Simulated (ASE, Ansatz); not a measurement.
# Localised basis functions on twisted Ti2CO2 MXene alternating trilayer, 13.17° (285 atoms), part 2 of 2

Aim: test how closely localised support functions follow the reference on twisted Ti2CO2 MXene alternating trilayer, 13.17° (285 atoms), and at what cost. A setting counts as converged where the r.m.s. difference of forces stays under 1 % of the r.m.s. force.

Ansatz 0.2.0; Kohn-Sham DFT, r2SCAN+D4, PAW (set soft_2), plane waves.

The cell: 57 C, 114 Ti and 114 O. Beside vacuum, support functions can miss their usual error bounds without a warning. The main run has no spin polarisation. Sampling is at Γ alone, for a cell whose shortest periodic width is 11 Å.

So far. Step 2 (Plane-wave single point): Mean Löwdin charges: C -0.97, O -0.65, Ti +1.21 e (they miss 0.36 % of the electrons, so they add up to more than the cell's charge).

## (3) Structure statistics (continued)

The surroundings of Ti267, which bears the longest force, nearest first, numbered as they follow in the input and with coordinates relative to it.

```
 atom      x      y      z  distance (Å)  bonds  Löwdin charge (e)     Fx     Fy  Fz (eV/Å)
Ti267   0.00   0.00   0.00          0.00      6               1.21  -0.46  -0.55       0.21
 O274   0.68   1.59   0.91          1.95      3              -0.64   0.05   0.08      -0.13
 O254  -1.74  -0.22   0.92          1.99      3              -0.66   0.03   0.12      -0.50
 O269   1.03  -1.43   0.92          1.99      3              -0.66   0.03   0.11      -0.44
 C191   1.72   0.19  -1.31          2.17      6              -0.96   0.18  -0.07       0.01
 C271  -1.04   1.39  -1.30          2.17      6              -0.96  -0.15   0.06       0.03
 C266  -0.71  -1.61  -1.30          2.19      6              -0.97   0.19  -0.15       0.01
Ti272  -0.38   2.98   0.01          3.00      6               1.21  -0.15   0.50       0.10
Ti192   2.40   1.80   0.00          3.00      6               1.21   0.48   0.11       0.02
Ti282   2.76  -1.20  -0.01          3.01      6               1.21   0.29  -0.16       0.30
```

The column of bonds counts only the pairs O-Ti within 2.64 Å, Ti-C within 2.64 Å; other neighbours, such as metal atoms beside each other in a compound, aren't counted, and periodic images can show an atom twice.

## (4) Support functions medium

The cell is solved in localised support functions.

This step: Kohn-Sham DFT, r2SCAN+D4, PAW (set soft_2), localised support functions (medium) (Ansatz 0.2.0).

Input file input.yaml:

```yaml
crystal:
  lattice:
    - [13.2075, 0.0, 0.0]
    - [-6.60375, 11.43803, 0.0]
    - [0.0, 0.0, 31.11]
  atoms:
    [... the 285 atom lines of step 2 ...]
kpoints:
  mp_grid: { grid: [1, 1, 1] }
hamiltonian:
  xc: r2scan
  dispersion: d4
scf:
  occupations: { method: gaussian, width: 0.025 }
  eigensolver: { kind: { support_functions: { accuracy: medium } } }
  mixing: { beta: 0.2 }
  max_iter: 150
output:
  forces: true
```

Run with:

```console
$ ansatz run input.yaml --threads 32 --pin off --max-ram 92160MiB --backend cuda --events-out ev --progress --plain --runs-dir out --max-vram 78GiB
```

The program printed:

```text
Warning: scf.eigensolver.kind.support_functions: disabling space-group detection — the functions' gradient is summed over unrotated k-points, so no spatial operation reduces the k-mesh or symmetrises the density; time reversal is kept, so that k and −k are solved as one point where they differ and the mesh holds both, and exact exchange and, on two spinor components, a DFT+U term hold to it where the run has them: [...]
settings of this run that can trade accuracy for cost: scf.eigensolver.kind.support_functions [...]
[...]
GPU FFT provider: cuFFT
GPU libraries: cuBLAS 13.8.1, cuFFT 12.4.0, cuSOLVER 12.3.2
[...]
Crystal: 285 atoms, lattice volume = 4699.719 Å³
Basis set: ecut = 500 eV, 119285 PW (Γ), exchange–correlation on 360×360×810 points (27 copies of the dense FFT grid, shifted against one another)
Bands: 1368, of which v1, the nominal top of the filled ones, is band 1140 counted from 1 (1139 counted from 0)
Symmetry: 1 space group operations
k-points: 1
[...]
GPU buffer pool allocated for 3888000 grid points (all kernels)
[...]
SCF iter   1: F=—  HF=-365337.713217 eV  |F-HF|=—  |Δ(HF+E_count)|=         —  Δρ=1.79e-1  dr2=1.81e3  dr2_τ=1.42e2  ethr=1.00e-1
[...]
SCF iter  22: F=—  HF=-365026.255995 eV  |F-HF|=—  |Δ(HF+E_count)|=   6.23e-5  Δρ=1.88e-5  dr2=1.07e-5  dr2_τ=1.45e-7  ethr=9.12e-10  κ⁻¹=1.9e-4(r=7)
SCF iter  23: F=-365026.256064 eV  HF=-365026.256056 eV  |F-HF|=7.85e-6  |Δ(HF+E_count)|=   6.15e-5  Δρ=7.81e-6  dr2=3.06e-6  dr2_τ=1.89e-7  ethr=4.71e-10
SCF 1 converged in 23 iterations: F = -365026.275691 eV  dr2 = 3.06e-6
[...]
SCF converged after 23 iterations
Stability not checked: this state was not tested for a lower state beside it, because the mixer in use, unlike msr1, does not test its closes by its own steps (another_mixer; see scf.mixing.algorithm and scf.lower_state_search)
Free energy (F): -365026.275691 eV
[...]
Internal energy: -365026.275691 eV  (E = F + TS)
E sigma→0 (E₀):  -365026.275691 eV
Fermi energy:    5.749433 eV
[...]
Σ components = -365026.275691   (vs F -365026.275691, Δ=0.00e0)
--- Forces (eV/Å), atoms counted from 1 ---
[... 285 lines of forces left out ...]
  max |Σ_I F_I| component: 1.26e-3 eV/Å
--- Band table (eV) ---
[... left out ...]
  guard bands above this table: 198 of the run's 1368 bands (output.publish_guard_bands: true publishes all)
```

Run time: 26 s. Hardware: 1 × NVIDIA GB200 with 32 threads of Arm Neoverse V2, shared host; peak memory 2.8 GiB; 69 s of CPU time.

That memory is the host's; the program planned up to 21.9 GiB on the GPU.

The program notes that the band table was not solved further than the SCF left it and it switched symmetry off.

Keys that differ from the reference: support_functions.accuracy = "medium", scf.max_iter = 150 and scf.mixing.beta = 0.2.

Forces differ from the reference by 0.49 meV/Å r.m.s., 0.24 % of their size, well within a tolerance of 1 %; the energy by -4.6 meV/atom. It took 26 s and 23 cycles; the reference's time can't be set against it, since the two runs asked for unlike analyses. The two runs also began from different starting densities, which bears on cycles and time.

## (5) Cost against change

Differences are against the plane-wave reference (Kohn-Sham DFT, r2SCAN+D4, PAW (set soft_2), plane waves), whose r.m.s. force component is 0.204 eV/Å. Energies are set beside the reference only for runs with its functional, potentials and electron count. Times are for 1 × NVIDIA GB200 with 32 threads of Arm Neoverse V2, shared host. The reference's time includes the DOS, which some other runs skip.

```
                     run  Δ force, r.m.s. (meV/Å)  share of r.m.s. force (%)  Δ energy (meV/atom)  Δ gap (eV)  cycles  time  host memory (GiB)  planned on the GPU (GiB)
               reference                        -                          -                    -           -      15  10 s                3.0                        22
support functions medium                    0.494                      0.242                -4.60     -5.0e-4      23  26 s                2.8                        22
```

## (6) Summary of results

| Property | Result |
| --- | --- |
| free energy per atom | -1280.7894 eV/atom |
| r.m.s. force component | 0.2044 eV/Å |
| gap (highest filled to lowest empty level) | 0.573 eV |
| wall time of the 2 DFT runs | 37 s |

**Reading.** Against plane waves at 500 eV, the forces differ by 0.49 meV/Å (0.24 %) with support functions medium. At 285 atoms the run with support functions medium takes roughly 2.6 times the time of plane waves (whose run also made extra analyses, so the like-for-like ratio is larger), in 23 SCF cycles against 15. Differences between support functions and plane waves include what basis error the plane-wave run still has.

Filled and empty levels are parted by 0.573 eV at Γ alone; the mesh holds the band edges only if they fold onto it, so the gap at this level can be narrower or closed, while semilocal functionals tend to narrow gaps against experiment. With the cutoffs above, all C atoms have 6, all O atoms have 3 and all Ti atoms have 6 bonded neighbours.

What to keep in mind: The geometry was built by rule, was displaced at random and isn't relaxed at this level: its force components are 0.20 eV/Å r.m.s.

[Logs are printed without paths, hosts, clocks, repeated set-up lines and the standing remarks that a program may print on its own settings, such as how far it seeks lower states.]

[Hosts, paths, dates, database ids (printed as entryN), source tags and the programs' standing remarks are cut or masked in the printed files.]
